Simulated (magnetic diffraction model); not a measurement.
# Ce₂CuTe₄: what an assumed order does to the neutron pattern

Space group I-42d (no. 122), a = 8.7230 Å, c = 9.2640 Å.

| site | atom | x | y | z |
| --- | --- | --- | --- | --- |
| 8d | Ce | 0.3639 | 1/4 | 5/8 |
| 16e | Te | 0.1884 | 0.9234 | 0.1884 |
| 4b | Cu | 1/2 | 0 | 1/4 |

The compound is invented for this exercise: a known structure type with other elements, its cell scaled to their sizes and not relaxed.

Only Ce is taken to order (form factors of Ce3+); orders and moment sizes are assumed, and not adapted to the symmetry. Radiation: neutrons of λ = 1.909 Å, 2° to 40°; isotropic B of 0.24 Å² (Ce), 0.23 Å² (Te) and 0.24 Å² (Cu). Simulated constant-wavelength pattern: nuclear and magnetic terms add, the magnetic one as |2.695 fm × Σ f S⊥ exp(2πi Q·r) exp(−B s²)|², summed over all Q at one angle with the factor 1/(sin²θ cos θ). For a modulated order the moment at position r is S exp(−2πi k·r) + c.c., with S = m/2 for a sine wave of amplitude m and S = m(u + iv)/2 for moments turning in a plane, u and v being orthogonal unit vectors in it; the phase factor of the sum at Q = H + k is then exp(2πi H·r). Free-ion form factors, Sears's scattering lengths of 1992, no absorption; a label names one of the reflections at its angle. The strongest nuclear line in the range is 100, and lines under 0.2 are left out.

Assume the order k = (0 0 1/3), moments turning in the plane of [010] and [001], 1.3 μB on Ce; signs + at (0.3639, 1/4, 5/8), + at (3/4, 0.1361, 7/8), − at (0.1361, 1/4, 1/8), + at (3/4, 0.3639, 3/8).

Predict the pattern, nuclear and magnetic parts apart.

```csv
2θ (°),index,nuclear,magnetic
3.94,(0 0 1/3),0.0,17.0
14.85,(1 0 2/3),0.0,5.6
17.29,(1 0 1),5.8,0.0
18.24,(1 1 1/3),0.0,4.5
19.78,(0 0 5/3),0.0,0.7
20.23,(1 0 4/3),0.0,2.7
25.60,(2 0 1/3),0.0,3.0
26.73,(1 1 5/3),0.0,1.7
27.82,(0 0 7/3),0.0,0.3
29.45,(2 1 2/3),0.0,2.9
29.87,(1 1 2),1.9,0.0
30.79,(2 1 1),12.6,0.0
32.30,(2 0 5/3),0.0,1.5
32.59,(2 1 4/3),0.0,2.2
33.23,(1 1 7/3),0.0,1.0
34.40,(1 0 8/3),0.0,0.8
34.99,(2 0 2),11.8,0.0
36.29,(2 2 1/3),0.0,1.0
37.94,(2 0 7/3),0.0,0.9
38.28,(1 0 3),100.0,0.0
39.19,(3 0 2/3),0.0,0.7
```

The strongest magnetic line in the range is (0 0 1/3) at 3.94° (17.0). On top of the Lorentz factor, which all lines share, magnetic lines fade with angle because f falls: for Ce3+ it is 0.96, 0.86, 0.71 and 0.43 at sin θ/λ = 0.1, 0.2, 0.3 and 0.5 Å⁻¹, while nuclear lengths stay constant. The order has no net moment.

[Logs are printed without paths, hosts, clocks, repeated set-up lines and the standing remarks that a program may print on its own settings, such as how far it seeks lower states.]
